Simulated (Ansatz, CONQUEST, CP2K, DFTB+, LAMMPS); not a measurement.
# Running glassy 50SiO2-43CaO-7P2O5 (mol %) (85 atoms) with DFTB+

Aim: run glassy 50SiO2-43CaO-7P2O5 (mol %) (85 atoms) in DFTB+ and see how near its forces come to a plane-wave reference, and at what cost.

Program: DFTB+ 25.1. Level of theory: the method is named at each step. Results are calculated unless marked as measured.

### 1. The starting structure

The cell holds 85 atoms: 15 Si, 13 Ca, 4 P and 53 O. Cell: a = 10.610 Å, b = 10.610 Å, c = 10.610 Å, α = 90.0°, β = 90.0°, γ = 90.0°. 85 atoms (15 Si, 13 Ca, 4 P, 53 O) placed at random at 2.63 g/cm³, melted at 4000 K for 10 ps at fixed volume with the Morse and Coulomb pair potential with partial charges (Pedone, Malavasi, Menziani, Cormack and Segre, J. Phys. Chem. B 110, 11780 (2006)). Quenched from 4000 K to 300 K at 30 K/ps and fixed volume, held 10 ps at zero pressure.

Structure file:

```xyz
85
Lattice="10.6103 0.0000 0.0000 0.0000 10.6103 0.0000 0.0000 0.0000 10.6103" Properties=species:S:1:pos:R:3 pbc="T T T"
Si    1.0311    6.0622    5.8245
Si    4.5364    8.2213    4.5604
Si    7.0283    6.9563    6.2204
Si    1.9807    3.3764    1.3753
Si   10.0728    1.2895    4.4946
Si    5.0160    4.0377    1.6564
Si    1.6317    3.4172    4.4579
Si    1.1175    6.1406    0.1201
Si    7.0278    2.9151   10.1449
Si    6.3153    6.8254    1.0234
Si    8.2309    5.9899    3.3882
Si    9.4836    4.1804    7.3002
Si    2.9656    6.3427    8.2771
Si    8.8162    5.2914   10.0410
Si    5.6062    4.6878    7.8410
Ca    1.4624    6.8710    3.0003
Ca    1.7531    9.3091    6.9323
Ca    2.0014    3.1247    8.7035
Ca    3.9346    5.0141    5.0869
Ca    3.4759    8.8494    0.2357
Ca    8.1938    2.3726    2.1183
Ca    9.7000    8.7504    4.5852
Ca    9.9016    1.2914    9.4082
Ca    7.4931    1.2344    6.7149
Ca    3.8009    0.9111    5.5188
Ca    6.8181   10.0637    0.0297
Ca    9.2302    7.9399    1.0410
Ca    6.8903    3.4294    4.7367
P     8.9298    8.7952    8.0361
P     6.4935   10.1927    3.6250
P     4.3558    0.8582    8.5958
P     0.4054   10.4401    1.8358
O    10.2342   10.4465    0.5723
O     0.0221    0.0773    5.3413
O     0.3049    2.7016    4.9392
O     5.6408    7.5785    5.5693
O     8.8342   10.2458    7.7297
O     8.4010    8.6478    9.4970
O    10.5910    9.2278    2.5870
O    10.4446    5.1260    6.4674
O    10.1739    5.9836    0.0337
O     7.5857    9.4607    4.3751
O     1.4864    5.0658    4.5392
O     8.9379    5.2536    8.4534
O     8.5383    3.7723   10.5892
O     4.2815    5.3648    8.3539
O     6.4762    3.8282    9.0971
O     8.3458    3.4405    6.5638
O     3.5367    9.1813    5.4210
O     5.6241    8.1097    0.6266
O     5.4611    3.8689    6.4770
O     7.1690    6.9537    2.4030
O     5.4168    0.7567    7.4854
O     1.5755    4.9441    1.0931
O     5.3600    9.1153    3.5586
O     2.3164    6.1158    6.8188
O     9.6068    6.6485    3.0357
O     7.6275    1.4848    9.8429
O     8.0324    7.9555    7.0322
O    10.3524    8.3981    8.0259
O     8.5582    1.5180    4.2943
O     1.8523    3.1410    2.9108
O     5.8620    0.7093    4.4999
O     1.7483    7.4342    0.7973
O     8.1020    4.4612    3.0431
O     4.7451    0.0641    9.7965
O     4.1764    2.3209    8.9535
O     2.7449    2.9752    5.4273
O     2.9457    0.4983    8.0599
O     7.5717    6.2811    0.0765
O     0.6686    7.4651    5.4266
O     6.5154    5.9577    7.3467
O     7.8345    6.2677    4.9560
O     1.2521    2.5643    0.3223
O     3.1143    7.8429    8.5061
O     6.1644    3.0542    0.8387
O     1.9094   10.3001    1.6922
O    10.5606    0.9517    2.8659
O     6.9682    0.0815    2.2695
O    10.3849    3.0956    8.1466
O     3.6132    3.4383    1.2193
O     1.7684    5.6590    9.3112
O     5.1464    4.0445    3.2059
O     3.6737    7.0639    3.8928
O     5.3611    5.5188    1.1041
```

The yardstick, on the same geometry:

- method: Kohn-Sham DFT, PBE, PAW, plane waves (Ansatz 0.2.0); cutoff 420 eV, Γ point, fermi-dirac smearing of 0.05 eV; PAW set soft_2
- r.m.s. force component: 1.542 eV/Å
- longest force: 7.863 eV/Å
- pressure: 4.838 GPa
- gap (highest filled to lowest empty level): 3.651 eV
- SCF cycles: 9
- time: 15 s on 4 threads of Intel Xeon Platinum 8175M at 2.50GHz (Skylake/Cascade Lake), shared host
- CPU time: 53 s

### 2. IPEA1-xTB

Method: IPEA1-xTB tight binding, diagonalisation.

Contents of dftb_in.hsd:

```
Geometry = GenFormat {
  <<< geo.gen
}
Driver = {}
Hamiltonian = xTB {
  Method = "IPEA1-xTB"
  SccTolerance = 1e-06
  MaxSccIterations = 300
  Mixer = Broyden { MixingParameter = 0.2 }
  Filling = Fermi { Temperature [K] = 580 }
  KPointsAndWeights = { 0.0 0.0 0.0 1.0 }
}
Analysis {
  PrintForces = Yes
  MullikenAnalysis = Yes
}
ParserOptions { ParserVersion = 14 }
```

Contents of geo.gen:

```
85 F
Si Ca P O
1 1 0.09718 0.57135 0.54895
2 1 0.42755 0.77484 0.42981
3 1 0.66240 0.65562 0.58626
4 1 0.18668 0.31822 0.12962
5 1 0.94934 0.12153 0.42361
6 1 0.47275 0.38055 0.15611
7 1 0.15378 0.32206 0.42015
8 1 0.10532 0.57874 0.01132
9 1 0.66236 0.27474 0.95614
10 1 0.59520 0.64328 0.09645
11 1 0.77575 0.56454 0.31933
12 1 0.89381 0.39399 0.68803
13 1 0.27950 0.59779 0.78010
14 1 0.83091 0.49870 0.94634
15 1 0.52837 0.44182 0.73900
16 2 0.13783 0.64758 0.28277
17 2 0.16523 0.87736 0.65336
18 2 0.18863 0.29450 0.82029
19 2 0.37083 0.47257 0.47943
20 2 0.32760 0.83404 0.02221
21 2 0.77225 0.22361 0.19965
22 2 0.91421 0.82471 0.43215
23 2 0.93321 0.12171 0.88670
24 2 0.70621 0.11634 0.63287
25 2 0.35823 0.08587 0.52014
26 2 0.64259 0.94848 0.00280
27 2 0.86993 0.74832 0.09811
28 2 0.64940 0.32321 0.44642
29 3 0.84162 0.82893 0.75739
30 3 0.61200 0.96064 0.34165
31 3 0.41053 0.08088 0.81014
32 3 0.03821 0.98396 0.17302
33 4 0.96455 0.98456 0.05394
34 4 0.00208 0.00729 0.50341
35 4 0.02874 0.25462 0.46551
36 4 0.53163 0.71426 0.52490
37 4 0.83261 0.96565 0.72851
38 4 0.79178 0.81504 0.89507
39 4 0.99818 0.86970 0.24382
40 4 0.98438 0.48312 0.60954
41 4 0.95887 0.56394 0.00318
42 4 0.71494 0.89165 0.41234
43 4 0.14009 0.47744 0.42781
44 4 0.84238 0.49514 0.79672
45 4 0.80472 0.35553 0.99801
46 4 0.40352 0.50562 0.78734
47 4 0.61037 0.36080 0.85738
48 4 0.78658 0.32426 0.61863
49 4 0.33333 0.86532 0.51092
50 4 0.53006 0.76432 0.05906
51 4 0.51470 0.36464 0.61044
52 4 0.67566 0.65537 0.22648
53 4 0.51052 0.07132 0.70548
54 4 0.14849 0.46597 0.10302
55 4 0.50517 0.85910 0.33539
56 4 0.21832 0.57640 0.64266
[... 29 atom lines left out ...]
0.0 0.0 0.0
10.61030 0.00000 0.00000
0.00000 10.61030 0.00000
0.00000 0.00000 10.61030
```

Command:

```
$ OMP_NUM_THREADS=1 dftb+ > output.txt
```

Log:

```text
Reading input file 'dftb_in.hsd'
Parser version: 14
--------------------------------------------------------------------------------
Processed input in HSD format written to 'dftb_pin.hsd'
Starting initialization...
--------------------------------------------------------------------------------
WARNING!
-> Dipole printed for extended system : value printed is not well defined
Mode:                        Static calculation
Self consistent charges:     Yes
SCC-tolerance:                 0.100000E-05
Max. scc iterations:                    300
Shell resolved Hubbard:      Yes
Spin polarisation:           No
Nr. of up electrons:           212.000000
Nr. of down electrons:         212.000000
Periodic boundaries:         Yes
Electronic solver:           Relatively robust
Mixer:                       Broyden mixer
Mixing parameter:                  0.200000
Nr. of chrg. vec. in memory:            300
Max. SCC-cycles:                        300
tblite library version:      0.3.0
-> parametrization:          IPEA1-xTB
-> repulsion:                Yes
-> dispersion:               Yes
-> halogen bonding:          Yes
-> electrostatics:           Yes
   -> isotropic:             Yes
   -> anisotropic:           No
   -> third-order:           Yes
Electronic temperature:              0.183675E-02 H      0.499806E-01 eV
Initial charges:             Set automatically (system chrg:   0.000E+00)
Included shells:            Si:  s, p, d
                            Ca:  s, p, d
                             P:  s, p, d
                             O:  s, p, s2
K-points and weights:           1:  0.000000  0.000000  0.000000     1.000000
K-points in absolute space:     1:  0.000000  0.000000  0.000000
Extra options:
                             Mulliken analysis
                             Force calculation
Force type                   original
--------------------------------------------------------------------------------
***  Geometry step: 0
 iSCC Total electronic   Diff electronic      SCC error
    1   -0.29576833E+03    0.00000000E+00    0.19482577E+01
    2   -0.30602404E+03   -0.29576833E+03    0.15870299E+01
    3   -0.30602516E+03   -0.10255714E+02    0.83782640E+00
    4   -0.30699552E+03   -0.11194266E-02    0.56585304E+00
    5   -0.30718695E+03   -0.97035765E+00    0.14874682E+00
    6   -0.30722455E+03   -0.19142918E+00    0.77888676E-01
    7   -0.30724678E+03   -0.37608937E-01    0.36614512E-01
    8   -0.30725148E+03   -0.22222198E-01    0.17374925E-01
    9   -0.30725162E+03   -0.47003995E-02    0.78389510E-02
   10   -0.30725166E+03   -0.14269861E-03    0.43570184E-02
   11   -0.30725179E+03   -0.39520309E-04    0.26562500E-02
   12   -0.30725181E+03   -0.13108092E-03    0.93840521E-03
   13   -0.30725181E+03   -0.16887577E-04    0.57740248E-03
   14   -0.30725181E+03    0.78139840E-06    0.21340317E-03
   15   -0.30725181E+03   -0.10849462E-05    0.10121543E-03
   16   -0.30725181E+03   -0.62894401E-08    0.59278461E-04
   17   -0.30725181E+03   -0.28988666E-07    0.28490745E-04
   18   -0.30725181E+03   -0.70938881E-08    0.13670721E-04
   19   -0.30725181E+03   -0.12174155E-08    0.54178917E-05
>> Charges saved for restart in charges.bin
   20   -0.30725181E+03   -0.20531843E-09    0.18764519E-05
   21   -0.30725181E+03   -0.59230842E-10    0.12526986E-05
>> Charges saved for restart in charges.bin
   22   -0.30725181E+03   -0.26147973E-11    0.45747595E-06
Total Energy:                     -305.9293792809 H        -8324.7620 eV
Extrapolated to 0K:               -305.9293792809 H        -8324.7620 eV
Total Mermin free energy:         -305.9293792809 H        -8324.7620 eV
Force related energy:             -305.9293792809 H        -8324.7620 eV
Volume:                              0.806083E+04 au^3   0.119449E+04 A^3
Pressure:                            0.355043E-05 au     0.104457E+09 Pa
```

detailed.out:

```text
Fermi distribution function
Calculation with static geometry
********************************************************************************
 iSCC Total electronic   Diff electronic      SCC error
   22   -0.30725181E+03   -0.26147973E-11    0.45747595E-06
********************************************************************************
 Total charge:     0.00000000
 Atomic gross charges (e)
 Atom           Charge
    1       0.26555046
    2       0.14367296
    3       0.17332294
    4       0.28305348
    5       0.24169507
    6       0.31800827
    7       0.23216326
    8       0.25433469
    9       0.12896134
   10       0.21495107
   11       0.35731113
   12       0.19213494
[...]
81      -0.22721484
   82      -0.12960932
   83      -0.28070536
   84      -0.25130026
   85      -0.14130068
Fermi level:                        -0.2385507526 H           -6.4913 eV
Band energy:                      -211.0570946398 H        -5743.1558 eV
TS:                                  0.0000000000 H            0.0000 eV
Band free energy (E-TS):          -211.0570946398 H        -5743.1558 eV
Extrapolated E(0K):               -211.0570946398 H        -5743.1558 eV
Input / Output electrons (q):    424.0000000000    424.0000000000
Energy H0:                        -308.4132219504 H        -8392.3508 eV
Energy SCC:                          1.1614142927 H           31.6037 eV
Total Electronic energy:          -307.2518076577 H        -8360.7471 eV
Repulsive energy:                    1.6654960344 H           45.3205 eV
Halogen correction energy:           0.0000000000 H            0.0000 eV
Total energy:                     -305.9293792809 H        -8324.7620 eV
Extrapolated to 0:                -305.9293792809 H        -8324.7620 eV
Total Mermin free energy:         -305.9293792809 H        -8324.7620 eV
Force related energy:             -305.9293792809 H        -8324.7620 eV
Non-constrained calculation
SCC converged
Total Forces
    1     -0.012492839586     -0.072881835990      0.019919324884
    2     -0.048256469197     -0.012022557493      0.024562862467
    3      0.006781428397      0.028443129953     -0.020615391036
    4      0.025793200018      0.030122282335     -0.016612235673
    5      0.044834423472      0.015945683723     -0.005455103089
    6      0.015318984428     -0.027181718503     -0.012922462019
    7     -0.028264240940      0.020385878839      0.008883987411
    8      0.051910321000      0.006475868857     -0.005376363283
    9      0.073831066650     -0.038915042501      0.041298660967
   10      0.029703688867     -0.069374368427      0.036827240811
   11     -0.023408822175     -0.002090189361     -0.015831290607
[...]
81      0.008387947782      0.009000177029     -0.026763861692
   82      0.035342297514      0.017832915202     -0.020893128428
   83     -0.000874168124      0.005898300792      0.032943890150
   84     -0.004080168725     -0.003397143304     -0.007693631274
   85     -0.006881740667      0.000671120113      0.003625189451
Total stress tensor
      0.000043641789      0.000027271225      0.000026645817
      0.000027271225     -0.000009932298     -0.000070319121
      0.000026645817     -0.000070319121     -0.000023058187
Total lattice derivs
     -0.017545087627     -0.010963712610     -0.010712282921
     -0.010963712610      0.003993031525      0.028270040633
     -0.010712282921      0.028270040633      0.009269966308
Maximal derivative component:        0.116450E+00 au
Volume:                              0.806083E+04 au^3
Pressure:                            0.355043E-05 au     0.104457E+09 Pa
Warning: dipole moment is not defined absolutely!
Dipole moment:   -5.14358279    6.00997691   -4.38179828 au
Dipole moment:  -13.07368445   15.27583882  -11.13742120 Debye
```

The job ended after 27 s (1 thread of Intel Xeon Platinum 8175M at 2.50GHz (Skylake/Cascade Lake), shared host; peak memory 0.93 GiB).

Banners, paths, timers and routine set-up lines are dropped from the logs unmarked, and long logs keep their key lines alone; longer cuts are marked.

Numbers from this run, and their distance from the reference:

* r.m.s. force component: 1.511 eV/Å
* r.m.s. difference of force components: 786 meV/Å
* longest difference of force vectors: 3211 meV/Å
* force difference over r.m.s. force: 50.98 %
* slope of forces against the reference's: 0.8502
* correlation of force components: 0.8676
* gap (highest filled to lowest empty level): 2.576 eV
* gap difference: -1.075 eV
* pressure: 0.1045 GPa
* pressure difference: -4.733 GPa

Length of the force difference by element (eV/Å):

| element | atoms | mean | most |
| --- | --- | --- | --- |
| Ca | 13 | 1.4 | 2.2 |
| O | 53 | 0.98 | 2.3 |
| P | 4 | 1.4 | 2.1 |
| Si | 15 | 1.8 | 3.2 |

Levels nearest the highest filled one (eV from it): -0.67, -0.62, -0.61, -0.55, -0.54, -0.49, -0.48, -0.45, -0.36, -0.32, -0.22, 0.00, 2.58, 3.64, 3.77, 3.85, 4.27, 4.39, 4.42, 4.61, 5.06, 5.16, 5.51, 5.57.

Local excerpt of 9 atoms (numbers count through the whole input) about Ca22, whose charge lies farthest from its element's mean; x, y, z are measured from there.

| atom | x | y | z | distance (Å) | bonds | Mulliken charge (e) | Fx | Fy | Fz (eV/Å) |
| --- | --- | --- | --- | --- | --- | --- | --- | --- | --- |
| Ca22 | 0.00 | 0.00 | 0.00 | 0.00 | 5 | 0.36 | -0.72 | 1.28 | -1.24 |
| O71 | 1.58 | -1.29 | 0.84 | 2.20 | 4 | -0.28 | -1.14 | 2.92 | -1.30 |
| O39 | 0.89 | 0.48 | -2.00 | 2.24 | 4 | -0.24 | -2.09 | -5.97 | 3.11 |
| O42 | -2.11 | 0.71 | -0.21 | 2.24 | 2 | -0.28 | 2.56 | -0.43 | 1.09 |
| O34 | 0.93 | 1.94 | 0.76 | 2.28 | 3 | -0.25 | -0.01 | -1.51 | 0.27 |
| O57 | -0.09 | -2.10 | -1.55 | 2.61 | 4 | -0.32 | 1.89 | 1.29 | -0.10 |
| O59 | -1.67 | -0.79 | 2.45 | 3.07 | 2 | -0.18 | -1.28 | -0.76 | -1.67 |
| O73 | -1.87 | -2.48 | 0.37 | 3.13 | 2 | -0.16 | -0.89 | 0.63 | 1.61 |
| Si5 | 0.37 | 3.15 | -0.09 | 3.17 | 4 | 0.24 | 2.31 | 0.82 | -0.28 |

Forces lie 51 % from the reference's, at 0.51 times its CPU time (on 1 against 4 cores).

### 3. Outcome

```json
{
 "force difference from the reference": "DFTB+ IPEA1-xTB, 51 %",
 "its CPU time": "27 s"
}
```

In words: Tight binding differs by 51 % (DFTB+ IPEA1-xTB); it is another model, with fitted parameters of its own, and the xTB methods hold dispersion. IPEA1-xTB was fitted to ionisation energies and electron affinities, not to forces or charges. Periodic xTB results under one method name differ between programs and library versions (DFTB+ here holds tblite 0.3). The quench rate of 30 K/ps is many orders above laboratory rates, so the cell is likely richer in defects and strain than a real sample. The network of bonds at the start is that of the classical potential that made the cell, and needn't be the one that DFT or experiment would give. The electronic-structure runs sample only Γ, in a cell whose shortest periodic width is 11 Å.

[Also dropped from logs without a mark: logging warnings of Python, and SIESTA's first energy breakdown and zero terms.]

[Logs are printed without paths, hosts, clocks, repeated set-up lines and the standing remarks that a program may print on its own settings, such as how far it seeks lower states.]

[Hosts, paths, dates, database ids (printed as entryN), source tags and the programs' standing remarks are cut or masked in the printed files.]
